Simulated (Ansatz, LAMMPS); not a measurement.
**Electronic structure of glassy nearly rigid 98GeO2-2ZnO (mol %) at 2200 K (194 atoms)**

Wanted: forces, charges and levels of glassy nearly rigid 98GeO2-2ZnO (mol %) at 2200 K (194 atoms).

Program: Ansatz 0.2.0. Level of theory: Kohn-Sham DFT, PBE, PAW (set soft_2), plane waves. Results are calculated unless marked as measured.

## Step 1: Starting point

The cell holds 194 atoms: 64 Ge, 1 Zn and 129 O. Its edges and angles: a = 14.510 Å, b = 14.510 Å, c = 14.510 Å, α = 90.0°, β = 90.0°, γ = 90.0°. 194 atoms (64 Ge, 1 Zn, 129 O) placed at random at 3.68 g/cm³, melted at 4000 K for 10 ps at fixed volume with the Morse and Coulomb pair potential with partial charges (Pedone, Malavasi, Menziani, Cormack and Segre, J. Phys. Chem. B 110, 11780 (2006)). Snapshot at the end of a hold of 10 ps at 2200 K and fixed volume.

What the set-up can't give: The network of bonds at the start is that of the classical potential that made the cell, and needn't be the one that DFT or experiment would give. Sampling is at Γ alone, for a cell whose shortest periodic width is 15 Å.

## Step 2: The classical run that made the cell

A classical potential makes the cell, at a small fraction of what the same run would cost in DFT.

This step: classical MD, Morse and Coulomb pair potential with partial charges (Pedone, Malavasi, Menziani, Cormack and Segre, J. Phys. Chem. B 110, 11780 (2006)) (LAMMPS 22 Jul 2025 - Update 4).

File in.lmp:

```
# melt-quench of Ge64Zn1O129
units metal
atom_style charge
boundary p p p
region box block 0 14.5100 0 14.5100 0 14.5100
create_box 3 box
mass 1 72.6300   # Ge
mass 2 65.3800   # Zn
mass 3 15.9990   # O
create_atoms 1 random 64 82454 NULL overlap 1.5 maxtry 2000
create_atoms 2 random 1 82461 NULL overlap 1.5 maxtry 2000
create_atoms 3 random 129 82468 NULL overlap 1.5 maxtry 2000
pair_style hybrid/overlay pedone 5.5 coul/long 8.0
pair_coeff * * coul/long
pair_coeff 1 3 pedone 0.158118 2.294230 2.261313 5   # Ge-O
pair_coeff 2 3 pedone 0.001221 3.150679 2.851850 1   # Zn-O
pair_coeff 3 3 pedone 0.042395 1.379316 3.618701 22   # O-O
set type 1 charge 2.4
set type 2 charge 1.2
set type 3 charge -1.2
kspace_style pppm 1.0e-4
neigh_modify delay 0 every 1 check yes
thermo_style custom step time temp pe press density
thermo_modify norm yes
timestep 0.002
thermo 100
min_style cg
minimize 1e-4 1e-4 200 2000
reset_timestep 0
velocity all create 4000 82455 mom yes dist gaussian
fix lim all nve/limit 0.05
fix lan all langevin 4000 4000 0.2 82456 zero yes
thermo 500
run 1000 post no
# [... 10 lines left out ...]
compute msd all msd com yes
thermo 1250
fix md all nvt temp 2200 2200 0.2
run 5000 post no
print "== T2200: mean square displacement over the hold $(c_msd[4]:%.2f) A^2"
unfix md
uncompute msd
write_dump all custom T2200.dump id type xs ys zs modify sort id
```

The run is started by

```console
$ lmp -in in.lmp -log none -nocite
```

Numbers of over 12 decimals in the logs are rounded to 6 here.

Output:

```text
LAMMPS (22 Jul 2025 - Update 4)
Created orthogonal box = (0 0 0) to (14.51 14.51 14.51)
Created 64 atoms
Created 1 atoms
Created 129 atoms
PPPM initialization ...
  G vector (1/distance) = 0.37656183
  grid = 15 15 15
  estimated relative force accuracy = 8.2513526e-05
   Step          Time           Temp          PotEng         Press         Density
         0   0              0             -2.2000059      509330.2       3.6840108
       100   0.2            0             -16.261704     -9446.062       3.6840108
Loop time of 0.133442 s on 1 MPI rank(s) for 100 steps with 194 atoms
Minimization stats:
  Stopping criterion = energy tolerance
  Energy initial, next-to-last, final =
     -2.20000589724231   -16.260198149885  -16.2617040086911
  Force two-norm initial, final = 441.0922 3.8135485
  Iterations, force evaluations = 100 123
   Step          Time           Temp          PotEng         Press         Density
[... 8 lines left out ...]
      3332   6.664          4133.9039     -15.765199      9119.9466      3.6840108
      4165   8.33           4099.9697     -15.663113     -11879.415      3.6840108
      4998   9.996          4065.2962     -15.745426      19866.035      3.6840108
      5831   11.662         3791.8975     -15.709179      16710.431      3.6840108
[... 1 line left out ...]
Loop time of 4.50469 s on 1 MPI rank(s) for 5000 steps with 194 atoms
   Step          Time           Temp          PotEng         Press         Density
[... 5 lines left out ...]
Loop time of 4.42073 s on 1 MPI rank(s) for 5000 steps with 194 atoms
   Step          Time           Temp          PotEng         Press         Density
[... 2 lines left out ...]
     12500   25             2165.2595     -16.139074      12477.283      3.6840108
     13750   27.5           2060.9714     -16.151964      12605.174      3.6840108
     15000   30             2298.3295     -16.14527       27670.164      3.6840108
     16000   32             2263.6114     -16.117948      12206.053      3.6840108
Loop time of 4.29743 s on 1 MPI rank(s) for 5000 steps with 194 atoms
== T2200: mean square displacement over the hold 1.21 A^2
```

It took 14 s on 1 thread of Arm Neoverse V1, shared host; peak memory 0.081 GiB.

## Step 3: Plane-wave single point

The electrons are solved once, with the atoms held.

File input.yaml:

```yaml
crystal:
  lattice:
    - [14.51, 0.0, 0.0]
    - [0.0, 14.51, 0.0]
    - [0.0, 0.0, 14.51]
  atoms:
    - { symbol: Ge, position: [0.34653, 0.83341, 0.71853] }
    - { symbol: Ge, position: [0.26887, 0.62708, 0.74922] }
    - { symbol: Ge, position: [0.53282, 0.82548, 0.21049] }
    - { symbol: Ge, position: [0.30278, 0.11955, 0.14703] }
    - { symbol: Ge, position: [0.19889, 0.49483, 0.21656] }
    - { symbol: Ge, position: [0.94925, 0.15265, 0.00469] }
    - { symbol: Ge, position: [0.1167, 0.42624, 0.95638] }
    - { symbol: Ge, position: [0.82052, 0.98938, 0.73808] }
    - { symbol: Ge, position: [0.59446, 0.50509, 0.11665] }
    - { symbol: Ge, position: [0.14121, 0.28852, 0.76503] }
    - { symbol: Ge, position: [0.25215, 0.24808, 0.44125] }
    - { symbol: Ge, position: [0.31066, 0.78248, 0.46041] }
    - { symbol: Ge, position: [0.3112, 0.53464, 0.01308] }
    - { symbol: Ge, position: [0.66679, 0.70966, 0.70121] }
    - { symbol: Ge, position: [0.46362, 0.55549, 0.84574] }
    - { symbol: Ge, position: [0.45744, 0.33533, 0.3327] }
    - { symbol: Ge, position: [0.09691, 0.15858, 0.28481] }
    - { symbol: Ge, position: [0.43029, 0.57083, 0.25659] }
    - { symbol: Ge, position: [0.24908, 0.76406, 0.02535] }
    - { symbol: Ge, position: [0.1631, 0.60659, 0.41001] }
    - { symbol: Ge, position: [0.50475, 0.12457, 0.26674] }
    - { symbol: Ge, position: [0.14143, 0.02164, 0.02467] }
    - { symbol: Ge, position: [0.86662, 0.41013, 0.28904] }
    - { symbol: Ge, position: [0.09709, 0.72417, 0.87452] }
    - { symbol: Ge, position: [0.97645, 0.09247, 0.46352] }
    - { symbol: Ge, position: [0.59696, 0.00972, 0.08486] }
    - { symbol: Ge, position: [0.00961, 0.09625, 0.71687] }
    - { symbol: Ge, position: [0.59252, 0.29393, 0.00564] }
    - { symbol: Ge, position: [0.69544, 0.19766, 0.76393] }
    - { symbol: Ge, position: [0.72944, 0.73922, 0.11479] }
    - { symbol: Ge, position: [0.53395, 0.93206, 0.66274] }
    - { symbol: Ge, position: [0.13817, 0.30843, 0.15931] }
    [... 156 atom lines left out ...]
    - { symbol: O, position: [0.54722, 0.0194, 0.57635] }
    - { symbol: O, position: [0.28202, 0.65218, 0.00244] }
    - { symbol: O, position: [0.4266, 0.71887, 0.48698] }
    - { symbol: O, position: [0.64615, 0.10215, 0.78599] }
    - { symbol: O, position: [0.36808, 0.10071, 0.25003] }
    - { symbol: O, position: [0.41629, 0.89557, 0.64732] }
kpoints:
  mp_grid: { grid: [1, 1, 1] }
hamiltonian:
  xc: pbe
scf:
  occupations: { method: fixed }
output:
  forces: true
  stress: true
  populations: true
  dos:
    method: { smearing: { sigma: 0.08 } }
    de: 0.1
    projected: { site_lists: { Ge: [Ge], O: [O], Zn: [Zn] } }
  eigenvalues: true
  write_density: true
  write_potential: true
  volumetric_format: npy
```

The run is started by

```console
$ ansatz run input.yaml --threads 8 --pin off --max-ram 15872MiB --backend cpu --events-out ev --progress --plain --runs-dir out
```

Output:

```text
Engine: ansatz 0.2.0, aarch64-unknown-linux-gnu
Pseudopotentials: kind: paw
Pseudopotential: Ge, paw, valence charge 14, recommended cutoff 420 eV (normal), Ge.paw.azcp
Pseudopotential: Zn, paw, valence charge 12, recommended cutoff 420 eV (normal), Zn.paw.azcp
Pseudopotential: O, paw, valence charge 6, recommended cutoff 420 eV (normal), O.paw.azcp
[... 5 lines on functional and potentials left out ...]
Crystal: 194 atoms, lattice volume = 3054.937 Å³
Basis set: ecut = 420 eV, 59757 PW (Γ), exchange–correlation on 200×200×200 points (8 copies of the dense FFT grid, shifted against one another)
Bands: 1035, of which v1, the nominal top of the filled ones, is band 841 counted from 1 (840 counted from 0)
Symmetry: 1 space group operations
Space group: P1 (ITA 1), of the structure as read, at distance tolerance 1.5e-4 Å
k-points: 1
[... 7 lines on functional and potentials left out ...]
Initial density: superposition of atomic densities (neutral atoms: chi_scale 0, normalization atom), corrected by the library's trained network
Initial wavefunctions: pseudopotential atomic-orbital guess
Functional: x = pbe(κ = 0.804, μ = 0.219515), c = pbe(β = 0.066725)
SCF iter   1: F=—  HF=-351301.114151 eV  |F-HF|=—  |Δ(HF+E_count)|=         —  Δρ=4.11e-3  dr2=6.66e-1  ethr=1.77e-3  ⟨swp⟩=5.0  Hψ=3384  notcnv=0  defer=191
preconditioner: auto → Resta (q_TF=auto, 2.470 Å⁻¹)  ε∞=2.8  [insulator: Δε(μ)=0.716 eV  Ē_g=20.491 eV  n_scr=750 (ndim 8)  ℏωp=27.6 eV  f_vac=0.266  ε∞_Penn≈2.8]
SCF iter   2: F=—  HF=-351301.016704 eV  |F-HF|=—  |Δ(HF+E_count)|=   9.74e-2  Δρ=2.28e-3  dr2=1.35e-1  ethr=3.96e-5  ⟨swp⟩=2.0  Hψ=1714  notcnv=0  defer=192
SCF iter   3: F=—  HF=-351301.001263 eV  |F-HF|=—  |Δ(HF+E_count)|=   1.54e-2  Δρ=1.08e-3  dr2=4.55e-2  ethr=8.00e-6  ⟨swp⟩=3.0  Hψ=1324  notcnv=0  defer=192
SCF iter   4: F=—  HF=-351300.996950 eV  |F-HF|=—  |Δ(HF+E_count)|=   4.31e-3  Δρ=5.50e-4  dr2=1.05e-2  ethr=2.70e-6  ⟨swp⟩=3.0  Hψ=1280  notcnv=0  defer=192
SCF iter   5: F=—  HF=-351300.995977 eV  |F-HF|=—  |Δ(HF+E_count)|=   9.73e-4  Δρ=2.60e-4  dr2=2.28e-3  ethr=6.24e-7  ⟨swp⟩=2.0  Hψ=1514  notcnv=0  defer=192
SCF iter   6: F=—  HF=-351300.996006 eV  |F-HF|=—  |Δ(HF+E_count)|=   2.86e-5  Δρ=1.31e-4  dr2=5.65e-4  ethr=1.36e-7  ⟨swp⟩=2.0  Hψ=1277  notcnv=0  defer=191
SCF iter   7: F=—  HF=-351300.996009 eV  |F-HF|=—  |Δ(HF+E_count)|=   3.37e-6  Δρ=4.13e-5  dr2=5.43e-5  ethr=3.36e-8  ⟨swp⟩=2.0  Hψ=1277  notcnv=0  defer=188
SCF iter   8: F=—  HF=-351300.990842 eV  |F-HF|=—  |Δ(HF+E_count)|=   5.17e-3  Δρ=2.55e-5  dr2=1.92e-5  ethr=3.23e-9  ⟨swp⟩=2.0  Hψ=1875  notcnv=0  defer=186
SCF iter   9: F=—  HF=-351300.990847 eV  |F-HF|=—  |Δ(HF+E_count)|=   4.81e-6  Δρ=7.87e-6  dr2=1.91e-6  ethr=1.14e-9  ⟨swp⟩=2.0  Hψ=1277  notcnv=0  defer=186
SCF iter  10: F=—  HF=-351300.990848 eV  |F-HF|=—  |Δ(HF+E_count)|=   1.07e-6  Δρ=4.28e-6  dr2=5.52e-7  ethr=1.13e-10  ⟨swp⟩=2.0  Hψ=1690  notcnv=0  defer=186
SCF iter  11: F=—  HF=-351300.990848 eV  |F-HF|=—  |Δ(HF+E_count)|=   1.62e-7  Δρ=2.09e-6  dr2=1.24e-7  ethr=3.28e-11  ⟨swp⟩=2.0  Hψ=1681  notcnv=0  defer=186
SCF iter  12: F=-351300.990848 eV  HF=-351300.990848 eV  |F-HF|=1.64e-8  |Δ(HF+E_count)|=   6.26e-8  Δρ=1.13e-6  dr2=3.70e-8  ethr=5.95e-12  ⟨swp⟩=16.0  Hψ=7376  notcnv=0
SCF 1 converged in 12 iterations: F = -351300.990848 eV  dr2 = 3.70e-8
  greatest PAW one-centre occupation: 0.999 electrons in one spin orbital (limit 2), on the Ge atom at site 60 (counted from 0), in its partial waves of l = 2
WARN: The input density's exchange-correlation potential varies sharply where the density is thin. Do not read a vacuum level from v_tot or v_xc, or from such a field of the output density. On a cell that repeats whose density bears no net charge and no dipole along the vacuum's axis use v_es (v_loc + v_h of the components); [...]
SCF converged after 12 iterations
Free energy (F): -351300.990848 eV
Harris-Foulkes:  -351300.990848 eV  (|F-HF|=1.64e-8)
Internal energy: -351300.990848 eV  (E = F + TS)
E sigma→0 (E₀):  -351300.990848 eV
Fermi energy:    3.627919 eV
--- Per-component energies (eV) ---
  E_band       = -17356.061829
  E_kinetic    = 29904.031975
  E_local      = -273061.905202  (includes V_loc(G=0)·N_el)
  E_nonlocal   = 34121.049819
  E_hartree    = 116804.070787
  E_xc         = -14344.625194
  E_vxc        = -16156.143234  (∫ρ·V_xc dr)
  E_paw        = -151968.862686  (= ΣΔE_a)
  E_vpaw       = -25771.555626  (= ΣTr[D̂ρ^β])
  E_aug_tail   = 0.341688  (compensation charges beyond the density's cutoff)
  E_ewald      = -92755.092035
  E_smearing   = -0.000000  (= −TS)
  E_closure    = -0.000000  (closes the sum)
  Σ components = -351300.990848   (vs F -351300.990848, Δ=0.00e0)
--- Forces (eV/Å), atoms counted from 1 ---
  atom   1  Ge     0.11944043    -2.83065921    -0.50190267
  atom   2  Ge     0.43600465     3.06988308    -0.64731686
  atom   3  Ge     1.57905548     2.19331385     0.12082082
  atom   4  Ge     2.71869080     5.83804856     2.35748896
  atom   5  Ge    -0.32265696     0.89931436    -3.51753681
  atom   6  Ge     2.54851373    -7.09522171    -1.83218358
  atom   7  Ge    -0.06560685    -1.27888550     0.99570568
  atom   8  Ge    -3.57186078    -6.66357029    -2.22667729
  atom   9  Ge    -3.25874674    -4.77036100    -3.42998167
  atom  10  Ge     1.36321891     0.41260131     1.48816063
  atom  11  Ge     1.00317451     3.19694255    -2.41531642
  atom  12  Ge     1.95151445    -5.23326185     1.85732093
  atom  13  Ge    -2.24054540     1.21727561    -1.63627945
  atom  14  Ge     0.79409895     4.42822267    -1.92348993
[...]
atom 193  O      1.06238002    -0.03105534    -0.04230177
  atom 194  O     -0.81913046     0.56976165    -1.21310833
  max |Σ_I F_I| component: 8.88e-5 eV/Å
--- Stress (GPa, compression-positive) ---
        4.605115      -0.327658      -0.346303
       -0.327658       8.644531      -0.356316
       -0.346303      -0.356316       5.686251
  P = ⅓ Tr σ = 6.3120 GPa (63.120 kbar)
--- Band table (eV) ---
  k-point 0: bands = ["-22.4347", "-22.4135", "-22.3923", "-22.3485", [... 1019 levels ...], "12.8068", "12.8345", "12.8546", "12.8913", "12.9207", "12.9387", "12.9680", "12.9913", "12.9989", "13.0244", "13.0565", "13.0697"]
--- Löwdin populations: 194 sites ---
  site symbol       q [e]
     0     Ge     12.4175
     1     Ge     12.3418
     2     Ge     12.3369
[...]
193      O      6.7304
  spilling = 0.005198 (of n_electrons = 1682.000000)
```

It took 2.3 min on 8 threads of Arm Neoverse V1, shared host; peak memory 6.9 GiB.

The program notes that the exchange-correlation potential is rough where the density is thin.

Read from the output:

```yaml
free_energy: -351300.9908 eV
free_energy_per_atom: -1810.8299 eV/atom
scf_cycles: 12
pressure: 6.312 GPa
r_m_s_force_component: 2.487 eV/Å
longest_force: 11.54 eV/Å
fermi_energy: 3.628 eV
spacing_of_highest_filled_and_lowest_empty_level: 0.694 eV
spilling_of_the_projection: 0.005198
```

Neighbours are counted within 2.27 Å (O-Ge), 2.20 Å (O-Zn).

Length of the force by element and coordination:

| element | coordination | atoms | mean length of the force (eV/Å) | spread | least | most |
| --- | --- | --- | --- | --- | --- | --- |
| Ge | all | 64 | 4.80 | 2.14 | 0.148 | 9.68 |
| Ge | 3 | 1 | 5.64 | 0 | 5.64 | 5.64 |
| Ge | 4 | 62 | 4.79 | 2.17 | 0.148 | 9.68 |
| Ge | 5 | 1 | 4.63 | 0 | 4.63 | 4.63 |
| O | all | 129 | 3.21 | 1.96 | 0.345 | 11.5 |
| O | 1 | 3 | 3.69 | 1.46 | 2.02 | 5.58 |
| O | 2 | 123 | 3.16 | 1.98 | 0.345 | 11.5 |
| O | 3 | 3 | 4.71 | 1.10 | 3.41 | 6.09 |
| Zn | all | 1 | 2.37 | 0 | 2.37 | 2.37 |

Löwdin charges by element and coordination (they lack the spilled electrons, 0.045 e an atom on average):

| element | coordination | atoms | mean charge (e) | spread | least | most |
| --- | --- | --- | --- | --- | --- | --- |
| Ge | all | 64 | 1.60 | 0.055 | 1.38 | 1.71 |
| Ge | 3 | 1 | 1.38 | 0 | 1.38 | 1.38 |
| Ge | 4 | 62 | 1.61 | 0.0464 | 1.51 | 1.71 |
| Ge | 5 | 1 | 1.53 | 0 | 1.53 | 1.53 |
| O | all | 129 | -0.740 | 0.0361 | -0.935 | -0.630 |
| O | 1 | 3 | -0.707 | 0.0571 | -0.767 | -0.630 |
| O | 2 | 123 | -0.742 | 0.0342 | -0.935 | -0.661 |
| O | 3 | 3 | -0.683 | 0.0232 | -0.716 | -0.665 |
| Zn | all | 1 | 1.47 | 0 | 1.47 | 1.47 |

Density of states as counts of states in windows of 1 eV (from the Fermi level), total and the larger projections:

| from (eV) | to (eV) | total | O p | Ge p | Ge s |
| --- | --- | --- | --- | --- | --- |
| -14 | -12 | 0.0 | 0.0 | 0.0 | 0.0 |
| -12 | -11 | 2.9 | 1.7 | 0.1 | 0.9 |
| -11 | -10 | 20.6 | 11.8 | 0.8 | 6.8 |
| -10 | -9 | 28.0 | 16.3 | 1.7 | 7.9 |
| -9 | -8 | 29.3 | 17.8 | 2.7 | 6.4 |
| -8 | -7 | 32.8 | 20.9 | 4.2 | 5.1 |
| -7 | -6 | 55.3 | 33.6 | 9.1 | 2.5 |
| -6 | -5 | 70.8 | 52.1 | 15.1 | 1.4 |
| -5 | -4 | 67.8 | 52.7 | 10.1 | 0.9 |
| -4 | -3 | 98.6 | 84.8 | 7.7 | 0.9 |
| -3 | -2 | 145.4 | 133.8 | 5.9 | 0.8 |
| -2 | -1 | 143.5 | 136.1 | 3.4 | 0.6 |
| -1 | 0 | 86.0 | 82.5 | 1.6 | 0.3 |
| 0 | 1 | 5.0 | 3.4 | 0.2 | 0.9 |
| 1 | 2 | 11.1 | 3.1 | 1.3 | 4.1 |
| 2 | 3 | 23.4 | 6.5 | 3.8 | 9.1 |
| 3 | 4 | 27.9 | 7.5 | 6.1 | 10.4 |
| 4 | 5 | 28.1 | 6.8 | 8.7 | 8.5 |

The curve was stored every 0.10 eV, coarse against its broadening of 0.08 eV, so these counts are rough.

With fixed occupations the program's Fermi level is the highest filled level.

Between -26 and -14 eV lie 893 more states.

The levels nearest the highest filled one (over half full), pooled over k-points and spins:

| level less the highest filled one (eV) | occupation |
| --- | --- |
| -0.153 | 2 |
| -0.133 | 2 |
| -0.0804 | 2 |
| -0.0361 | 2 |
| -0.0248 | 2 |
| 0 | 2 |
| 0.694 | 0 |
| 1.44 | 0 |
| 1.51 | 0 |
| 1.70 | 0 |
| 1.75 | 0 |
| 1.86 | 0 |

Valence density in the ac plane at fractional y = 0.008, with atoms of Ge and O within 0.2 Å of it. It is the smooth field of the valence electrons, not physical close to the nuclei.

Ten steps, logarithmic in the rise over the least value, from '0' (0 e/Å³) to '9' (25 e/Å³), each cell a mean:
```
00002344310000013676311246642000001344210
00001356520000012454210245531000000011000
00001244310000000111000134421000000000000
00011111100000000000001269952110000000000
01345321000000000000123246632221111100000
12466521000000000000123211111112476321100
01244210000000000000011100000011587422100
00000001221000000000011100000012222111000
00000024664200000000122210000124321000000
00000124664210000001256531000123321000000
00011112221101121101256531000123421000000
12344211000001222100122210000148963343210
13676310000000111000000000000136753566421
12444200000000000000000000000011112455310
00010000000000000000000000000000000011000
00000000000000000000000000000000000000000
01221000000000000000000000000000000000000
13453100000000000000000000000000000000000
13442100000000000000000000000000000123211
11211000000000000000001110000110000134421
00110000122100000000011233113553111122210
00111112343210000000012699434664222211000
00123664222100000000002587322332112332100
00014895210000001233111133321000012455310
```
Columns run along a (14.5 Å), rows up along c (14.5 Å). Atoms in or near the plane, at fractional coordinates: Ge at (0.14, 0.02), Ge at (0.60, 0.08), Ge at (0.78, 0.50), Ge at (0.63, 0.84), O at (0.72, 0.10), O at (0.08, 0.47), O at (0.45, 0.96), O at (0.63, 0.96), O at (0.09, 0.77), O at (0.89, 0.47), O at (0.21, 0.62), O at (0.55, 0.58).

Electrostatic potential energy in the ac plane at fractional y = 0.008, with atoms of Ge and O within 0.2 Å of it. With pseudopotentials it is smooth inside the atoms' cores, unlike the true potential.

Ten even steps from '0' (-35 eV) to '9' (11 eV), each cell a mean:
```
99875322689999997101799830049999999756999
99998600289999998424899851169999999999999
99999854699999999999998742247899999999999
99998877889999999999998510015899999999999
99743577889999999999987631136888766789999
88300288899999999999987887788886200268998
88755899999999999999988899999985100268888
88999999889999999999877889999998655689998
99999984115889999999877789999986689999999
99998884115888999999830179999986689999999
99998777788889999999831279999864357899999
99645788889999999998888899998510014656899
86100699999999999998889999998631024100488
88646999999999999999899999999876678634788
99999999999999999999999999999999999999999
99999999999999999999999999999999999999999
99889999999999999999999999999999999999999
86326999999999999999999999999999999999999
65447999999999999999999999999999999997888
76678999999999999999999888999999999975688
88889999999999999999987534687447876788999
99987777756999999999974000263003753468999
99873112578999999999985101378668865568999
99851001489999999878998765689999998413899
```
Columns run along a (14.5 Å; values clipped at the 3rd and 97th percentile), rows up along c (14.5 Å). Atoms in or near the plane, at fractional coordinates: Ge at (0.14, 0.02), Ge at (0.60, 0.08), Ge at (0.78, 0.50), Ge at (0.63, 0.84), O at (0.72, 0.10), O at (0.08, 0.47), O at (0.45, 0.96), O at (0.63, 0.96), O at (0.09, 0.77), O at (0.89, 0.47), O at (0.21, 0.62), O at (0.55, 0.58).

Mean Löwdin charges: Ge +1.60, O -0.74, Zn +1.47 e (they miss 0.52 % of the electrons, so they add up to more than the cell's charge). The largest share in the top eV of filled states is O p (97 % of the projected weight), and in the lowest eV of empty states Ge s (39 % of the projected weight).

(Part 1 of 2 ends here.)

[Logs are printed without paths, hosts, clocks, repeated set-up lines and the standing remarks that a program may print on its own settings, such as how far it seeks lower states.]

[Hosts, paths, dates, database ids (printed as entryN), source tags and the programs' standing remarks are cut or masked in the printed files.]
